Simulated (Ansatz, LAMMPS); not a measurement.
## Amorphous 86SiO2-14Al2O3 (mol %) (92 atoms): geometry optimisation

Aim: bring amorphous 86SiO2-14Al2O3 (mol %) (92 atoms) to a nearby minimum of the energy and see what moves.

Calculated with Ansatz 0.2.0; Kohn-Sham DFT, PBE, PAW (set soft_2), plane waves.

### 1. Set-up

The cell holds 92 atoms: 24 Si, 8 Al and 60 O. Its edges and angles: a = 10.943 Å, b = 10.943 Å, c = 10.943 Å, α = 90.0°, β = 90.0°, γ = 90.0°. 92 atoms (24 Si, 8 Al, 60 O) placed at random at 2.34 g/cm³, melted at 5000 K for 10 ps at fixed volume with the Morse and Coulomb pair potential with partial charges (Pedone, Malavasi, Menziani, Cormack and Segre, J. Phys. Chem. B 110, 11780 (2006)). Quenched from 5000 K to 300 K at 50 K/ps and fixed volume, held 5 ps, then minimised at fixed cell.

Before any run, some limits are plain. The quench rate of 50 K/ps far exceeds what a furnace or splat quench reaches, so expect more defects and frozen-in strain than in a real sample. The starting topology of bonds comes from the classical model. Only the Γ point is sampled in the main run, in a cell whose shortest periodic width is 11 Å.

### 2. The classical run that made the cell

A classical potential makes the cell, at a small fraction of what the same run would cost in DFT.

This step: classical MD, Morse and Coulomb pair potential with partial charges (Pedone, Malavasi, Menziani, Cormack and Segre, J. Phys. Chem. B 110, 11780 (2006)) (LAMMPS 22 Jul 2025 - Update 4).

File in.lmp:

```
# melt-quench of Si24Al8O60
units metal
atom_style charge
boundary p p p
region box block 0 10.9431 0 10.9431 0 10.9431
create_box 3 box
mass 1 28.0850   # Si
mass 2 26.9815   # Al
mass 3 15.9990   # O
create_atoms 1 random 24 41489 NULL overlap 1.5 maxtry 2000
create_atoms 2 random 8 41496 NULL overlap 1.5 maxtry 2000
create_atoms 3 random 60 41503 NULL overlap 1.5 maxtry 2000
pair_style hybrid/overlay pedone 5.5 coul/long 8.0
pair_coeff * * coul/long
pair_coeff 1 3 pedone 0.340554 2.006700 2.100000 1   # Si-O
pair_coeff 2 3 pedone 0.361581 1.900442 2.164818 0.9   # Al-O
pair_coeff 3 3 pedone 0.042395 1.379316 3.618701 22   # O-O
set type 1 charge 2.4
set type 2 charge 1.8
set type 3 charge -1.2
kspace_style pppm 1.0e-4
neigh_modify delay 0 every 1 check yes
thermo_style custom step time temp pe press density
thermo_modify norm yes
timestep 0.002
thermo 100
min_style cg
minimize 1e-4 1e-4 200 2000
reset_timestep 0
velocity all create 5000 41490 mom yes dist gaussian
fix lim all nve/limit 0.05
fix lan all langevin 5000 5000 0.2 41491 zero yes
thermo 500
run 1000 post no
# [... 10 lines left out ...]
thermo 1250
fix md all nvt temp 300 300 0.2
run 2500 post no
unfix md
thermo 100
min_style cg
minimize 0 1e-3 2000 20000
write_dump all custom glass.dump id type xs ys zs modify sort id
```

On the command line:

```
$ lmp -in in.lmp -log none -nocite
```

Numbers of over 12 decimals in the logs are rounded to 6 here.

What it wrote:

```text
LAMMPS (22 Jul 2025 - Update 4)
Created orthogonal box = (0 0 0) to (10.9431 10.9431 10.9431)
Created 24 atoms
Created 8 atoms
Created 60 atoms
PPPM initialization ...
  G vector (1/distance) = 0.38207446
  grid = 12 12 12
  estimated relative force accuracy = 6.3210083e-05
   Step          Time           Temp          PotEng         Press         Density
         0   0              0             -0.77627213     569788.17      2.3440142
        91   0.182          0             -16.557608     -26097.443      2.3440142
Loop time of 0.0526921 s on 1 MPI rank(s) for 91 steps with 92 atoms
Minimization stats:
  Stopping criterion = energy tolerance
  Energy initial, next-to-last, final =
    -0.776272129180069  -16.5562479270338   -16.557607919039
  Force two-norm initial, final = 331.42567 2.3377518
  Iterations, force evaluations = 91 118
   Step          Time           Temp          PotEng         Press         Density
         0   0              5000          -16.557608      21839.908      2.3440142
       500   1              2187.9628     -16.440834      3930.8184      2.3440142
      1000   2              1678.2968     -16.434603     -31207.196      2.3440142
Loop time of 0.366582 s on 1 MPI rank(s) for 1000 steps with 92 atoms
   Step          Time           Temp          PotEng         Press         Density
[... 2 lines left out ...]
      2499   4.998          5302.3333     -15.846632      12559.91       2.3440142
      3332   6.664          5217.6216     -15.901642     -6713.1954      2.3440142
      4165   8.33           5445.0877     -15.969239     -12635.179      2.3440142
      4998   9.996          4256.6557     -15.842807      28733.376      2.3440142
      5831   11.662         4803.4369     -15.886108      19167.888      2.3440142
[... 1 line left out ...]
Loop time of 1.9179 s on 1 MPI rank(s) for 5000 steps with 92 atoms
   Step          Time           Temp          PotEng         Press         Density
[... 12 lines left out ...]
Loop time of 17.1226 s on 1 MPI rank(s) for 47000 steps with 92 atoms
   Step          Time           Temp          PotEng         Press         Density
[... 2 lines left out ...]
     55000   110            344.16823     -16.763596     -22804.472      2.3440142
     55500   111            279.61797     -16.759551     -26987.133      2.3440142
Loop time of 0.824403 s on 1 MPI rank(s) for 2500 steps with 92 atoms
   Step          Time           Temp          PotEng         Press         Density
     55500   111            279.61797     -16.759551     -26987.133      2.3440142
     55521   111.042        279.61797     -16.803667     -23719.647      2.3440142
Loop time of 0.0295392 s on 1 MPI rank(s) for 21 steps with 92 atoms
Minimization stats:
  Stopping criterion = linesearch alpha is zero
  Energy initial, next-to-last, final =
     -16.7595507902184  -16.8036667816748  -16.8036667816748
  Force two-norm initial, final = 13.033356 0.28743846
  Iterations, force evaluations = 21 73
```

It took 20 s on 1 thread of Arm Neoverse V2, shared host; peak memory 0.069 GiB.

### 3. Single point at the start

The forces at the start show how far the geometry lies from a minimum of this functional.

File input.yaml:

```yaml
crystal:
  lattice:
    - [10.9431, 0.0, 0.0]
    - [0.0, 10.9431, 0.0]
    - [0.0, 0.0, 10.9431]
  atoms:
    - { symbol: Si, position: [0.42417, 0.62411, 0.17749] }
    - { symbol: Si, position: [0.1997, 0.79601, 0.89907] }
    - { symbol: Si, position: [0.72752, 0.82309, 0.98406] }
    - { symbol: Si, position: [0.84888, 0.52447, 0.35694] }
    - { symbol: Si, position: [0.43021, 0.64735, 0.89968] }
    - { symbol: Si, position: [0.77026, 0.1272, 0.73306] }
    - { symbol: Si, position: [0.79161, 0.96894, 0.35142] }
    - { symbol: Si, position: [0.0607, 0.9038, 0.26029] }
    - { symbol: Si, position: [0.31961, 0.41009, 0.81536] }
    - { symbol: Si, position: [0.98948, 0.40332, 0.14031] }
    - { symbol: Si, position: [0.38462, 0.93197, 0.58888] }
    - { symbol: Si, position: [0.56227, 0.38913, 0.11055] }
    - { symbol: Si, position: [0.395, 0.19294, 0.96775] }
    - { symbol: Si, position: [0.66202, 0.73341, 0.26313] }
    - { symbol: Si, position: [0.54118, 0.991, 0.825] }
    - { symbol: Si, position: [0.0608, 0.47226, 0.73604] }
    - { symbol: Si, position: [0.62994, 0.19566, 0.30384] }
    - { symbol: Si, position: [0.14535, 0.82912, 0.51854] }
    - { symbol: Si, position: [0.37684, 0.17634, 0.4219] }
    - { symbol: Si, position: [0.1699, 0.04419, 0.0313] }
    - { symbol: Si, position: [0.718, 0.33917, 0.53884] }
    - { symbol: Si, position: [0.45304, 0.42769, 0.56012] }
    - { symbol: Si, position: [0.14625, 0.65247, 0.1479] }
    - { symbol: Si, position: [0.13269, 0.30038, 0.34957] }
    - { symbol: Al, position: [0.1179, 0.55786, 0.45738] }
    - { symbol: Al, position: [0.91258, 0.03519, 0.90502] }
    - { symbol: Al, position: [0.93662, 0.9666, 0.60482] }
    - { symbol: Al, position: [0.87829, 0.3387, 0.86841] }
    - { symbol: Al, position: [0.98189, 0.24494, 0.59694] }
    - { symbol: Al, position: [0.69058, 0.55142, 0.89276] }
    - { symbol: Al, position: [0.93929, 0.71096, 0.84385] }
    - { symbol: Al, position: [0.38083, 0.68686, 0.44122] }
    - { symbol: O, position: [0.63467, 0.30524, 0.20707] }
    - { symbol: O, position: [0.46911, 0.48607, 0.17765] }
    - { symbol: O, position: [0.40996, 0.30316, 0.49289] }
    - { symbol: O, position: [0.07422, 0.52792, 0.1342] }
    - { symbol: O, position: [0.59797, 0.40179, 0.59128] }
    - { symbol: O, position: [0.17774, 0.43717, 0.81286] }
    - { symbol: O, position: [0.42742, 0.8208, 0.50075] }
    - { symbol: O, position: [0.01786, 0.09966, 0.62058] }
    - { symbol: O, position: [0.17343, 0.70165, 0.0123] }
    - { symbol: O, position: [0.88445, 0.44189, 0.23915] }
    - { symbol: O, position: [0.27521, 0.14482, 0.0374] }
    - { symbol: O, position: [0.4583, 0.9413, 0.71535] }
    - { symbol: O, position: [0.74203, 0.61879, 0.31061] }
    - { symbol: O, position: [0.43201, 0.54919, 0.4819] }
    - { symbol: O, position: [0.28316, 0.64301, 0.21537] }
    - { symbol: O, position: [0.37765, 0.43915, 0.68437] }
    - { symbol: O, position: [0.7932, 0.23324, 0.62935] }
    - { symbol: O, position: [0.44133, 0.68315, 0.04402] }
    - { symbol: O, position: [0.38471, 0.06093, 0.51491] }
    - { symbol: O, position: [0.79462, 0.70481, 0.90981] }
    - { symbol: O, position: [0.51299, 0.69822, 0.27302] }
    - { symbol: O, position: [0.80285, 0.43909, 0.47318] }
    - { symbol: O, position: [0.48643, 0.15821, 0.32233] }
    - { symbol: O, position: [0.12532, 0.98819, 0.16054] }
    - { symbol: O, position: [0.09921, 0.51096, 0.60462] }
    - { symbol: O, position: [0.98338, 0.57422, 0.80012] }
    - { symbol: O, position: [0.63795, 0.08419, 0.75426] }
    - { symbol: O, position: [0.1789, 0.4389, 0.37476] }
    - { symbol: O, position: [0.92123, 0.9399, 0.28512] }
    - { symbol: O, position: [0.22895, 0.92622, 0.95598] }
    - { symbol: O, position: [0.64268, 0.47821, 0.02762] }
    - { symbol: O, position: [0.69031, 0.7701, 0.1171] }
    - { symbol: O, position: [0.56234, 0.63294, 0.84455] }
    - { symbol: O, position: [0.37765, 0.5088, 0.9065] }
    - { symbol: O, position: [0.24302, 0.20404, 0.36663] }
    - { symbol: O, position: [0.03007, 0.2821, 0.45601] }
    - { symbol: O, position: [0.83159, 0.18161, 0.85876] }
    - { symbol: O, position: [0.942, 0.36911, 0.00801] }
    - { symbol: O, position: [0.34842, 0.27338, 0.85258] }
    - { symbol: O, position: [0.82588, 0.9935, 0.49184] }
    - { symbol: O, position: [0.76624, 0.43622, 0.82407] }
    - { symbol: O, position: [0.06934, 0.30214, 0.21536] }
    - { symbol: O, position: [0.83774, 0.92155, 0.98317] }
    - { symbol: O, position: [0.24223, 0.89186, 0.60704] }
    - { symbol: O, position: [0.98385, 0.34293, 0.72718] }
    - { symbol: O, position: [0.07255, 0.76319, 0.21016] }
    [... 8 atom lines left out ...]
    - { symbol: O, position: [0.97322, 0.58909, 0.39849] }
    - { symbol: O, position: [0.1309, 0.90171, 0.3907] }
    - { symbol: O, position: [0.48259, 0.28704, 0.03834] }
    - { symbol: O, position: [0.04976, 0.0769, 0.95472] }
    - { symbol: O, position: [0.67176, 0.25148, 0.43287] }
    - { symbol: O, position: [0.21056, 0.69668, 0.47312] }
kpoints:
  mp_grid: { grid: [1, 1, 1] }
hamiltonian:
  xc: pbe
scf:
  occupations: { method: fermi_dirac, width: 0.025 }
output:
  forces: true
```

On the command line:

```
$ ansatz run input.yaml --threads 4 --pin off --max-ram 8192MiB --backend cpu --events-out ev --progress --plain --runs-dir out
```

What it wrote:

```text
Engine: ansatz 0.2.0, aarch64-unknown-linux-gnu
Pseudopotentials: kind: paw
Pseudopotential: Si, paw, valence charge 4, recommended cutoff 420 eV (normal), Si.paw.azcp
Pseudopotential: Al, paw, valence charge 3, recommended cutoff 420 eV (normal), Al.paw.azcp
Pseudopotential: O, paw, valence charge 6, recommended cutoff 420 eV (normal), O.paw.azcp
[... 5 lines on functional and potentials left out ...]
Crystal: 92 atoms, lattice volume = 1310.452 Å³
Basis set: ecut = 420 eV, 25677 PW (Γ), exchange–correlation on 150×150×150 points (8 copies of the dense FFT grid, shifted against one another)
Bands: 332, of which v1, the nominal top of the filled ones, is band 240 counted from 1 (239 counted from 0)
Symmetry: 1 space group operations
Space group: P1 (ITA 1), of the structure as read, at distance tolerance 1.1e-4 Å
k-points: 1
[... 7 lines on functional and potentials left out ...]
Initial density: superposition of atomic densities (neutral atoms: chi_scale 0, normalization atom), corrected by the library's trained network
Initial wavefunctions: pseudopotential atomic-orbital guess
Functional: x = pbe(κ = 0.804, μ = 0.219515), c = pbe(β = 0.066725)
SCF iter   1: F=—  HF=-53702.338301 eV  |F-HF|=—  |Δ(HF+E_count)|=         —  Δρ=2.24e-3  dr2=1.18e-1  ethr=1.77e-3  ⟨swp⟩=6.0  Hψ=1595  notcnv=0  defer=52
preconditioner: auto → Resta (q_TF=auto, 2.308 Å⁻¹)  ε∞=3.0  [insulator: Δε(μ)=3.280 eV  Ē_g=16.034 eV  σ=0.025 eV  W_gap=1.00  n_scr=256 (ndim 8)  ℏωp=22.5 eV  f_vac=0.201  D(μ)=0.00/eV (n_scr^D=0)  ε∞_Penn≈3.0]
SCF iter   2: F=—  HF=-53702.329467 eV  |F-HF|=—  |Δ(HF+E_count)|=   8.83e-3  Δρ=1.15e-3  dr2=3.02e-2  ethr=2.45e-5  ⟨swp⟩=2.0  Hψ=546  notcnv=0  defer=88
SCF iter   3: F=—  HF=-53702.328216 eV  |F-HF|=—  |Δ(HF+E_count)|=   1.25e-3  Δρ=5.97e-4  dr2=6.99e-3  ethr=6.30e-6  ⟨swp⟩=2.0  Hψ=428  notcnv=0  defer=34
automatic band count: iteration 3 solves 278 bands in place of 332: the levels show a gap, and the empty bands left out lie too high to hold charge; the band table lists the bands solved (type scf.n_extra_bands for more)
SCF iter   4: F=—  HF=-53702.326974 eV  |F-HF|=—  |Δ(HF+E_count)|=   1.24e-3  Δρ=1.94e-4  dr2=6.34e-4  ethr=1.46e-6  ⟨swp⟩=2.0  Hψ=485  notcnv=0  defer=34
SCF iter   5: F=—  HF=-53702.326953 eV  |F-HF|=—  |Δ(HF+E_count)|=   2.13e-5  Δρ=1.09e-4  dr2=1.30e-4  ethr=1.32e-7  ⟨swp⟩=2.0  Hψ=481  notcnv=0  defer=34
SCF iter   6: F=—  HF=-53702.326971 eV  |F-HF|=—  |Δ(HF+E_count)|=   1.78e-5  Δρ=3.38e-5  dr2=1.30e-5  ethr=2.71e-8  ⟨swp⟩=2.0  Hψ=483  notcnv=0  defer=34
SCF iter   7: F=—  HF=-53702.325217 eV  |F-HF|=—  |Δ(HF+E_count)|=   1.75e-3  Δρ=1.11e-5  dr2=1.69e-6  ethr=2.71e-9  ⟨swp⟩=2.0  Hψ=518  notcnv=0  defer=34
SCF iter   8: F=—  HF=-53702.325218 eV  |F-HF|=—  |Δ(HF+E_count)|=   9.72e-7  Δρ=7.55e-6  dr2=6.00e-7  ethr=3.52e-10  ⟨swp⟩=2.0  Hψ=484  notcnv=0  defer=34
SCF iter   9: F=-53702.325218 eV  HF=-53702.325218 eV  |F-HF|=9.49e-9  |Δ(HF+E_count)|=   7.54e-8  Δρ=1.50e-6  dr2=3.06e-8  ethr=2.08e-11  ⟨swp⟩=3.0  Hψ=1015  notcnv=0
SCF 1 converged in 9 iterations: F = -53702.325218 eV  dr2 = 3.06e-8
  greatest PAW one-centre occupation: 0.866 electrons in one spin orbital (limit 2), on the O atom at site 37 (counted from 0), in its partial waves of l = 0
SCF converged after 9 iterations
Free energy (F): -53702.325218 eV
Harris-Foulkes:  -53702.325218 eV  (|F-HF|=9.49e-9)
Internal energy: -53702.325218 eV  (E = F + TS)
E sigma→0 (E₀):  -53702.325218 eV
Fermi energy:    4.274402 eV
--- Per-component energies (eV) ---
  E_band       = -2439.258815
  E_kinetic    = 12002.062793
  E_local      = -35193.672883  (includes V_loc(G=0)·N_el)
  E_nonlocal   = 3542.281118
  E_hartree    = 13291.045975
  E_xc         = -6113.592324
  E_vxc        = -7061.620119  (∫ρ·V_xc dr)
  E_paw        = -25598.927537  (= ΣΔE_a)
  E_vpaw       = -2310.554859  (= ΣTr[D̂ρ^β])
  E_aug_tail   = 0.154642  (compensation charges beyond the density's cutoff)
  E_ewald      = -15631.677001
  E_smearing   = -0.000000  (= −TS)
  E_closure    = 0.000000  (closes the sum)
  Σ components = -53702.325218   (vs F -53702.325218, Δ=0.00e0)
--- Forces (eV/Å), atoms counted from 1 ---
  atom   1  Si     0.26698106    -0.61855778    -2.42046626
  atom   2  Si    -0.27531537    -1.20700728     1.88340389
  atom   3  Si     0.24849571     0.96446571     0.13164914
  atom   4  Si     1.37452511    -0.13823724    -0.19038153
  atom   5  Si    -1.08607452    -1.14268109     1.17114565
  atom   6  Si     1.29474568    -0.60237707     0.05808965
  atom   7  Si     0.83480416     0.08588625     0.76924465
  atom   8  Si     0.21897812    -1.30207640     0.42636645
  atom   9  Si     0.65803539     1.07386505    -0.30235657
  atom  10  Si     0.36513865     1.04670578     1.80572322
  atom  11  Si    -0.74974436    -0.21968331    -1.72947206
  atom  12  Si    -0.42612741     0.95111802    -0.72135050
  atom  13  Si     0.29286914     1.15881835    -0.56095863
  atom  14  Si     0.99477132    -0.33658350    -1.15902048
[...]
atom  91  O      0.17530710    -0.58223530     0.10573550
  atom  92  O      0.37914627    -0.62490101    -0.23428312
  max |Σ_I F_I| component: 1.61e-5 eV/Å
```

Run time: 11 s. Hardware: 4 threads of Arm Neoverse V2, shared host; peak memory 1.5 GiB; 41 s of CPU time.

Numbers from this run:

| Property | Result |
| --- | --- |
| free energy | -53702.3252 eV |
| free energy per atom | -583.7209 eV/atom |
| SCF cycles | 9 |
| r.m.s. force component | 0.7558 eV/Å |
| longest force | 2.52 eV/Å |
| Fermi energy | 4.274 eV |

The r.m.s. force component of 0.76 eV/Å sets the starting point.

Neighbours are counted within 2.08 Å (O-Si), 2.23 Å (O-Al).

Length of the force by element and coordination:

```tsv
element	coordination	atoms	mean length of the force (eV/Å)	spread	least	most
Al	all	8	1.02	0.322	0.585	1.53
Al	3	2	0.872	0.0619	0.810	0.934
Al	4	6	1.06	0.358	0.585	1.53
O	all	60	1.06	0.447	0.120	2.35
O	2	54	1.05	0.464	0.120	2.35
O	3	6	1.11	0.240	0.768	1.43
Si	all	24	1.65	0.429	1.00	2.52
```

(Continued in part 2 of 4.)

[Logs are printed without paths, hosts, clocks, repeated set-up lines and the standing remarks that a program may print on its own settings, such as how far it seeks lower states.]

[Hosts, paths, dates, database ids (printed as entryN), source tags and the programs' standing remarks are cut or masked in the printed files.]
